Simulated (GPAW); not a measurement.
## Magnetic state of Zn7CoO8 (ZnO32 Co2 d4p57) from several starts

Aim: find out whether Zn7CoO8 (ZnO32 Co2 d4p57) carries moments, and which collinear order costs least.

Main program and level: GPAW 26.7.0; PBE; plane waves with GPAW's PAW setups, scalar-relativistic.

## 1. The starting structure

The structure is trigonal, space group P3m1 (No. 156). The conventional cell has a = 6.500 Å, b = 6.500 Å, c = 10.414 Å, α = 90.00°, β = 90.00°, γ = 120.00°. Nearest to Co lie 4 O at 1.97 to 1.99 Å. O has 1 Co at 1.97 Å and 3 Zn at 1.97 to 1.99 Å nearest. Nearest to Zn lie 4 O at 1.97 to 1.99 Å. Nearest to O lie 4 Zn at 1.97 to 1.99 Å. O has 4 Zn at 1.97 to 1.99 Å nearest. substitutional dopants on the host's lattice, its constants typed without a cited source, atoms not relaxed. Farther neighbours and most contacts between anions are not listed.

The cell is a made-up one and need not be a known phase.

## 2. Run 1 (ferro ++)

The parallel start comes first: it fits the smallest cell, keeps the most symmetry and shows whether parallel moments form.

Contents of order1.py:

```python
import json
import numpy as np
from ase import Atoms
from ase.parallel import paropen, parprint
from gpaw import GPAW

atoms = Atoms(['Co', 'O', 'Zn', 'O', 'Zn', 'O', 'Zn', 'O', 'Zn', 'O', 'Zn', 'O', 'Zn', 'O', 'Zn', 'O', 'Zn', 'O', 'Co', 'O', 'Zn', 'O', 'Zn', 'O', 'Zn', 'O', 'Zn', 'O', 'Zn', 'O', 'Zn', 'O'],
    cell=[[6.5, 0.0, 0.0],
         [-3.25, 5.629165, 0.0],
         [0.0, 0.0, 10.414]],
    scaled_positions=[[0.0, 0.0, 0.0],
         [0.166667, 0.333333, 0.059],
         [0.166667, 0.333333, 0.25],
         [0.0, 0.0, 0.309],
         [0.0, 0.0, 0.5],
         [0.166667, 0.333333, 0.559],
         [0.166667, 0.333333, 0.75],
         [0.0, 0.0, 0.809],
         [0.0, 0.5, 0.0],
         [0.166667, 0.833333, 0.059],
         [0.166667, 0.833333, 0.25],
         [0.0, 0.5, 0.309],
         [0.0, 0.5, 0.5],
         [0.166667, 0.833333, 0.559],
         [0.166667, 0.833333, 0.75],
         [0.0, 0.5, 0.809],
         [0.5, 0.0, 0.0],
         [0.666667, 0.333333, 0.059],
         [0.666667, 0.333333, 0.25],
         [0.5, 0.0, 0.309],
         [0.5, 0.0, 0.5],
         [0.666667, 0.333333, 0.559],
         [0.666667, 0.333333, 0.75],
         [0.5, 0.0, 0.809],
         [0.5, 0.5, 0.0],
         [0.666667, 0.833333, 0.059],
         [0.666667, 0.833333, 0.25],
         [0.5, 0.5, 0.309],
         [0.5, 0.5, 0.5],
         [0.666667, 0.833333, 0.559],
         [0.666667, 0.833333, 0.75],
         [0.5, 0.5, 0.809]],
    pbc=True,
    magmoms=[3.0, 0.0, 0.0, 0.0, 0.0, 0.0, 0.0, 0.0, 0.0, 0.0, 0.0, 0.0, 0.0, 0.0, 0.0, 0.0, 0.0, 0.0, 3.0, 0.0, 0.0, 0.0, 0.0, 0.0, 0.0, 0.0, 0.0, 0.0, 0.0, 0.0, 0.0, 0.0])
atoms.calc = GPAW(mode={'name': 'pw', 'ecut': 600},
    xc='PBE',
    kpts={'size': (5, 5, 3), 'gamma': True},
    occupations={'name': 'fermi-dirac', 'width': 0.05},
    convergence={'density': 1e-05, 'energy': 1e-05},
    maxiter=200,
    mixer={'name': 'pulay', 'beta': 0.05, 'nmaxold': 6, 'weight': 50},
    symmetry={'tolerance': 1e-4},
    txt='order1.txt')
e = atoms.get_potential_energy(force_consistent=True)
res = {'free_energy': e, 'energy_sigma0': atoms.get_potential_energy(), 'fermi_energy': atoms.calc.get_fermi_level()}
res['moments'] = atoms.get_magnetic_moments().tolist()
res['total'] = atoms.get_magnetic_moment()
parprint('site moments (muB):', np.round(res['moments'], 3))
parprint(f"total moment: {res['total']:.3f} muB")
parprint(f'free energy: {e:.6f} eV')
atoms.calc.write('order1.gpw')
with paropen('results.json', 'w') as f:
    json.dump(res, f)
```

Launch:

```console
$ OMP_NUM_THREADS=1 mpirun -n 8 gpaw python order1.py > order1.log
```

What it wrote:

```text
site moments (muB): [ 2.450e+00  5.700e-02  1.000e-02 -0.000e+00  0.000e+00  3.000e-03
  3.000e-03  5.200e-02  1.100e-02  5.700e-02  1.000e-02  5.900e-02
  3.000e-03  3.000e-03  3.000e-03  1.000e-03  1.100e-02  5.000e-02
  2.449e+00  5.900e-02  3.000e-03  1.000e-03  0.000e+00  1.000e-03
  1.100e-02  5.700e-02  1.000e-02  5.900e-02  3.000e-03  3.000e-03
  3.000e-03  1.000e-03]
total moment: 6.070 muB
free energy: -157.284302 eV

--- order1.txt ---
Input parameters:
  mode=PW(ecut=600),
  convergence={'density': 1e-05, 'energy': 1e-05},
  kpts=MonkhorstPack(size=(5, 5, 3), gamma=True),
  maxiter=200,
  mixer=Pulay(name='pulay', nmaxold=6, beta=0.05, weight=50, sigma=0.015, g_ss=None),
  occupations=Occupations(name='fermi-dirac', width=0.05),
  symmetry=Symmetry(tolerance=0.0001),
  xc=XC(name='PBE')

Diagonalizing LCAO Hamiltonian
Converting LCAO to pw mode

          Zn      Zn
         O       O
           OZn     OZn
          O       O
            O       O
         Zn      Zn
           Zn      Zn
         OZn     OZn
            Zn      Co
          OO      OO

         Zn O    Zn O
           Co      Zn

Atoms  # Å, Bohr magnetons
|    | symbol |         x |        y |        z |    initial magnetic moments |
|----|--------|-----------|----------|----------|-----------------------------|
|  0 |     Co |  0.000000 | 0.000000 | 0.000000 | ( 0.0000,  0.0000,  3.0000) |
|  1 |      O |  0.000003 | 1.876386 | 0.614426 | ( 0.0000,  0.0000,  0.0000) |
|  2 |     Zn |  0.000003 | 1.876386 | 2.603500 | ( 0.0000,  0.0000,  0.0000) |
|  3 |      O |  0.000000 | 0.000000 | 3.217926 | ( 0.0000,  0.0000,  0.0000) |
|  4 |     Zn |  0.000000 | 0.000000 | 5.207000 | ( 0.0000,  0.0000,  0.0000) |
|  5 |      O |  0.000003 | 1.876386 | 5.821426 | ( 0.0000,  0.0000,  0.0000) |
|  6 |     Zn |  0.000003 | 1.876386 | 7.810500 | ( 0.0000,  0.0000,  0.0000) |
|  7 |      O |  0.000000 | 0.000000 | 8.424926 | ( 0.0000,  0.0000,  0.0000) |
|  8 |     Zn | -1.625000 | 2.814583 | 0.000000 | ( 0.0000,  0.0000,  0.0000) |
|  9 |      O | -1.624997 | 4.690969 | 0.614426 | ( 0.0000,  0.0000,  0.0000) |
| 10 |     Zn | -1.624997 | 4.690969 | 2.603500 | ( 0.0000,  0.0000,  0.0000) |
| 11 |      O | -1.625000 | 2.814583 | 3.217926 | ( 0.0000,  0.0000,  0.0000) |
| 12 |     Zn | -1.625000 | 2.814583 | 5.207000 | ( 0.0000,  0.0000,  0.0000) |
| 13 |      O | -1.624997 | 4.690969 | 5.821426 | ( 0.0000,  0.0000,  0.0000) |
| 14 |     Zn | -1.624997 | 4.690969 | 7.810500 | ( 0.0000,  0.0000,  0.0000) |
| 15 |      O | -1.625000 | 2.814583 | 8.424926 | ( 0.0000,  0.0000,  0.0000) |
| 16 |     Zn |  3.250000 | 0.000000 | 0.000000 | ( 0.0000,  0.0000,  0.0000) |
| 17 |      O |  3.250003 | 1.876386 | 0.614426 | ( 0.0000,  0.0000,  0.0000) |
| 18 |     Co |  3.250003 | 1.876386 | 2.603500 | ( 0.0000,  0.0000,  3.0000) |
| 19 |      O |  3.250000 | 0.000000 | 3.217926 | ( 0.0000,  0.0000,  0.0000) |
| 20 |     Zn |  3.250000 | 0.000000 | 5.207000 | ( 0.0000,  0.0000,  0.0000) |
| 21 |      O |  3.250003 | 1.876386 | 5.821426 | ( 0.0000,  0.0000,  0.0000) |
| 22 |     Zn |  3.250003 | 1.876386 | 7.810500 | ( 0.0000,  0.0000,  0.0000) |
| 23 |      O |  3.250000 | 0.000000 | 8.424926 | ( 0.0000,  0.0000,  0.0000) |
| 24 |     Zn |  1.625000 | 2.814583 | 0.000000 | ( 0.0000,  0.0000,  0.0000) |
| 25 |      O |  1.625003 | 4.690969 | 0.614426 | ( 0.0000,  0.0000,  0.0000) |
| 26 |     Zn |  1.625003 | 4.690969 | 2.603500 | ( 0.0000,  0.0000,  0.0000) |
| 27 |      O |  1.625000 | 2.814583 | 3.217926 | ( 0.0000,  0.0000,  0.0000) |
| 28 |     Zn |  1.625000 | 2.814583 | 5.207000 | ( 0.0000,  0.0000,  0.0000) |
| 29 |      O |  1.625003 | 4.690969 | 5.821426 | ( 0.0000,  0.0000,  0.0000) |
| 30 |     Zn |  1.625003 | 4.690969 | 7.810500 | ( 0.0000,  0.0000,  0.0000) |
| 31 |      O |  1.625000 | 2.814583 | 8.424926 | ( 0.0000,  0.0000,  0.0000) |

Unit cell  # Å
| periodic |         x |        y |         z |   lengths |     angles |
|----------|-----------|----------|-----------|-----------|------------|
|      yes |  6.500000 | 0.000000 |  0.000000 |  6.500000 |  90.000000 |
|      yes | -3.250000 | 5.629165 |  0.000000 |  6.500000 |  90.000000 |
|      yes |  0.000000 | 0.000000 | 10.414000 | 10.414000 | 120.000001 |

Number of symmetries: 6

BZ-sampling:
  Number of BZ points: 75
  Number of IBZ points: 12

  Monkhorst-Pack size: [5, 5, 3]
  Monkhorst-Pack shift: [0, 0, 0]

K-points  # in reciprocal-cell coordinates
|     |                                coordinates |     weight |
|-----|--------------------------------------------|------------|
|   0 | (  0.00000000,   0.00000000,   0.00000000) | 0.01333333 |
|   1 | (  0.00000000,   0.00000000,   0.33333333) | 0.02666667 |
|   2 | (  0.20000000,   0.00000000,  -0.33333333) | 0.08000000 |
|   3 | (  0.20000000,   0.00000000,   0.00000000) | 0.08000000 |
|   4 | (  0.20000000,   0.00000000,   0.33333333) | 0.08000000 |
|   5 | (  0.40000000,  -0.20000000,   0.00000000) | 0.08000000 |
|   6 | (  0.40000000,  -0.20000000,   0.33333333) | 0.16000000 |
|   7 | (  0.40000000,   0.00000000,  -0.33333333) | 0.08000000 |
|   8 | (  0.40000000,   0.00000000,   0.00000000) | 0.08000000 |
|   9 | (  0.40000000,   0.00000000,   0.33333333) | 0.08000000 |
| ... |                                            |            |
|  11 | (  0.40000000,   0.40000000,   0.33333333) | 0.16000000 |

Plane wave coefficients: 12735
Cutoff: 600.0 eV

Spin-components: 2 (collinear spins)
Bands:           177
Projectors:      176
Spin-degeneracy: 1
Datatype:        complex128

Parallelization:
  kpt:    8
  domain: 1
  band:   1

Density:
  Valence electrons: 282.0
  Components: 2
  Grid points: [40 40 60]
  Charge: 0.0  # |e|

Potential:
  Grid points: [40 40 60]

species:
  Co:
    name:    Cobalt
    Z:       27.0
    valence: 9
    core:    18
    charge:  0.0  # [|e|]
    compensation charges:
      type: gauss
      rc: 0.32  # [Å]
      lmax: 2
    cutoffs:
      filter: 1.87  # [Å]
      core: 2.55  # [Å]
    projectors
    | kind |    occ | energy [eV] | rcut [Å] |
    |------|--------|-------------|----------|
    |   4s |  2.000 |      -5.469 |    1.005 |
    |   4p |  0.000 |      -1.277 |    1.058 |
    |   3d |  7.000 |      -8.205 |    1.005 |
    |    s |        |      21.742 |    1.005 |
    |    p |        |      25.934 |    1.058 |
    |    d |        |      19.007 |    1.005 |

    Using partial waves for Co as LCAO basis

  O:
    name:    Oxygen
    Z:       8.0
    valence: 6
    core:    2
    charge:  0.0  # [|e|]
    compensation charges:
      type: gauss
      rc: 0.21  # [Å]
      lmax: 2
    cutoffs:
      filter: 1.17  # [Å]
      core: 0.83  # [Å]
    projectors
    | kind |    occ | energy [eV] | rcut [Å] |
    |------|--------|-------------|----------|
    |   2s |  2.000 |     -23.961 |    0.688 |
    |   2p |  4.000 |      -9.029 |    0.598 |
    |    s |        |       3.251 |    0.688 |
    |    p |        |      18.182 |    0.598 |
    |    d |        |       0.000 |    0.619 |

    Using partial waves for O as LCAO basis

  Zn:
    name:    Zinc
    Z:       30.0
    valence: 12
    core:    18
    charge:  0.0  # [|e|]
    compensation charges:
      type: gauss
      rc: 0.37  # [Å]
      lmax: 2
    cutoffs:
      filter: 2.14  # [Å]
      core: 2.28  # [Å]
    projectors
    | kind |    occ | energy [eV] | rcut [Å] |
    |------|--------|-------------|----------|
    |   4s |  2.000 |      -5.977 |    1.286 |
    |   4p |  0.000 |      -1.117 |    1.270 |
    |   3d | 10.000 |     -10.142 |    1.180 |
    |    s |        |      21.234 |    1.286 |
    |    p |        |      26.095 |    1.270 |
    |    d |        |      17.070 |    1.180 |

    Using partial waves for Zn as LCAO basis

Reference energy: -792517.629771  # eV

eigensolver:
  PPCG
  Converge bands: occupied
  niter=2

density mixing:
  Pulay-Mixer
  Linear mixing parameters: 0.05
  Old densities: 6
  Fourier metric: weight=50, sigma=0.015

occupation numbers:
  Fermi-Dirac:
    width: 0.0500  # eV

poisson solver:
  ecut: 4800.0  # eV

xc functional:
  name: PBE with 2 nearest neighbor stencil

convergence criteria:
- Maximum integral of absolute [dens]ity change: 1e-05 electrons / valence electron
- Maximum [total energy] change in last 3 cyles: 1e-05 eV / valence electron
- Maximum integral of absolute [eigenst]ate change: 4e-08 eV^2 / valence electron
maximum number of iterations: 200

SCF iterations
|iter     |      energy | eigst |  dens |  magmom |
|---------|-------------|-------|-------|---------|
|iter:   1|       0s | -179.533431 | +0.88 |       |  +6.0024|
|iter:   2|      36s | -173.123015 | -0.13 | -0.95 |  +6.0031|
|iter:   3|      72s | -156.673211 | +0.70 | -1.00 |  +6.0108|
|iter:   4|     108s | -157.104161 | -0.14 | -1.40 |  +6.0264|
|iter:   5|     144s | -157.295499 | -1.09 | -1.44 |  +6.0812|
|iter:   6|     180s | -157.230548 | -1.21 | -1.71 |  +6.1077|
|iter:   7|     217s | -157.262733 | -1.46 | -1.98 |  +6.1247|
|iter:   8|     253s | -157.259116 | -1.86 | -2.11 |  +6.1313|
|iter:   9|     289s | -157.268168 | -1.87 | -2.23 |  +6.1333|
|iter:  10|     325s | -157.263125 | -2.78 | -2.67 |  +6.1257|
[... 11 iterations left out ...]
|iter:  22|     754s | -157.271419c| -5.94 | -3.75 |  +6.0767|
|iter:  23|     790s | -157.271478c| -5.33 | -3.82 |  +6.0719|
|iter:  24|     826s | -157.271488c| -6.18 | -4.22 |  +6.0717|
|iter:  25|     862s | -157.271495c| -6.58 | -4.36 |  +6.0713|
|iter:  26|     899s | -157.271501c| -6.96 | -4.43 |  +6.0711|
|iter:  27|     936s | -157.271512c| -6.86 | -4.52 |  +6.0705|
|iter:  28|     973s | -157.271512c| -7.10 | -4.72 |  +6.0702|
|iter:  29|    1010s | -157.271511c| -7.46c| -4.86 |  +6.0701|
|iter:  30|    1028s | -157.271511c| -7.79c| -4.99 |  +6.0700|
|iter:  31|    1047s | -157.271510c| -7.56c| -5.05c|  +6.0699|

Converged in 31 steps
Energy contributions relative to reference atoms: (reference = -792517.629771)

Energy contributions:
  Kinetic:         348.581510
  Coulomb:        -303.594270
  Zero:              1.880508
  External:          0.000000
  Xc:             -204.126465
  Entropy:          -0.025585
  Spinorbit:         0.000000
  ----------------------------
  Free energy:    -157.284302
  Extrapolated:   -157.271510

dipole moment: (-76.834301, -101.854761, -98.382344)  # |e|*Ang

Total magnetic moment: (0.000000, 0.000000, 6.069930)

Local magnetic moments
|        x |        y |         z |
|----------|----------|-----------|
| 0.000000 | 0.000000 |  2.449732 |  # Co   0
| 0.000000 | 0.000000 |  0.056766 |  # O    1
| 0.000000 | 0.000000 |  0.010216 |  # Zn   2
| 0.000000 | 0.000000 | -0.000043 |  # O    3
| 0.000000 | 0.000000 |  0.000215 |  # Zn   4
| 0.000000 | 0.000000 |  0.003392 |  # O    5
| 0.000000 | 0.000000 |  0.003408 |  # Zn   6
| 0.000000 | 0.000000 |  0.052005 |  # O    7
| 0.000000 | 0.000000 |  0.010817 |  # Zn   8
| 0.000000 | 0.000000 |  0.056766 |  # O    9
| 0.000000 | 0.000000 |  0.010216 |  # Zn  10
| 0.000000 | 0.000000 |  0.059160 |  # O   11
| 0.000000 | 0.000000 |  0.002772 |  # Zn  12
| 0.000000 | 0.000000 |  0.003392 |  # O   13
| 0.000000 | 0.000000 |  0.003408 |  # Zn  14
| 0.000000 | 0.000000 |  0.001125 |  # O   15
[...]
| 0.000000 | 0.000000 |  0.000274 |  # Zn  22
| 0.000000 | 0.000000 |  0.001125 |  # O   23
| 0.000000 | 0.000000 |  0.010817 |  # Zn  24
| 0.000000 | 0.000000 |  0.056766 |  # O   25
| 0.000000 | 0.000000 |  0.010216 |  # Zn  26
| 0.000000 | 0.000000 |  0.059160 |  # O   27
| 0.000000 | 0.000000 |  0.002772 |  # Zn  28
| 0.000000 | 0.000000 |  0.003392 |  # O   29
| 0.000000 | 0.000000 |  0.003408 |  # Zn  30
| 0.000000 | 0.000000 |  0.001125 |  # O   31

Fermi level: 5.539
Eigenvalues  # (at kpt = [0.000, 0.000, 0.000])
| band index |      eig [eV] | occ [0-1] |      eig [eV] | occ [0-1] |
|------------|---------------|-----------|---------------|-----------|
|          0 |       -14.057 |     1.000 |       -13.986 |     1.000 |
|        ... |               |           |               |           |
|        134 |         4.015 |     1.000 |         4.978 |     1.000 |
|        135 |         4.077 |     1.000 |         5.269 |     0.996 |
|        136 |         4.077 |     1.000 |         5.271 |     0.995 |
|        137 |         4.108 |     1.000 |         5.331 |     0.985 |
|        138 |         4.108 |     1.000 |         5.334 |     0.984 |
|        139 |         4.418 |     1.000 |         6.675 |     0.000 |
|        140 |         4.418 |     1.000 |         6.855 |     0.000 |
|        141 |         4.453 |     1.000 |         6.912 |     0.000 |
|        142 |         4.611 |     1.000 |         6.915 |     0.000 |
|        143 |         4.611 |     1.000 |         6.919 |     0.000 |
|        144 |         4.898 |     1.000 |         6.921 |     0.000 |
|        145 |         7.536 |     0.000 |         7.660 |     0.000 |
|        146 |         7.540 |     0.000 |         7.674 |     0.000 |
|        147 |         9.305 |     0.000 |         9.332 |     0.000 |
|        148 |         9.791 |     0.000 |         9.816 |     0.000 |
|        149 |         9.791 |     0.000 |         9.816 |     0.000 |
|        ... |               |           |               |           |
|        176 |        14.612 |     0.000 |        15.063 |     0.000 |

No gap
No difference between direct/indirect transitions
```

It took 19 min on 8 MPI ranks of Arm Neoverse N1, shared host; peak memory 5.2 GiB; 2.5 h of CPU time.

Spin moment in the augmentation sphere by element, in μB:

```csv
element,atoms,mean,spread (r.m.s.),least,largest
Co,2,2.45,0.00,2.45,2.45
O,16,0.03,0.03,0.00,0.06
Zn,14,0.01,0.00,0.00,0.01
```

The atoms farthest from the mean of their element:

```csv
atom,"x, y, z (Å)",spin moment in the augmentation sphere (μB)
O12,"-1.62, 2.81, 3.22",0.06
O20,"3.25, 0.00, 3.22",0.06
O28,"1.62, 2.81, 3.22",0.06
O4,"0.00, 0.00, 3.22",0.00
O24,"3.25, 0.00, 8.42",0.00
O32,"1.62, 2.81, 8.42",0.00
O16,"-1.62, 2.81, 8.42",0.00
O22,"3.25, 1.88, 5.82",0.00
```

This step gave:

| Property | Result |
| --- | --- |
| magnetization | 6.070 μB |
| final state | ferromagnetic |

After 31 cycles the largest moment stands at 2.45 μB.

(Continued in part 2 of 2.)

[Logs and program files are shortened in this print: banners, set-up blocks, solver, clock and traceback lines can be left out without a mark of their own.]

[Logs are printed without paths, hosts, clocks, repeated set-up lines and the standing remarks that a program may print on its own settings, such as how far it seeks lower states.]

[Hosts, paths, dates, database ids (printed as entryN), source tags and the programs' standing remarks are cut or masked in the printed files.]

[Where a cell is said to come from a database of computed structures, the database is the Materials Project.]
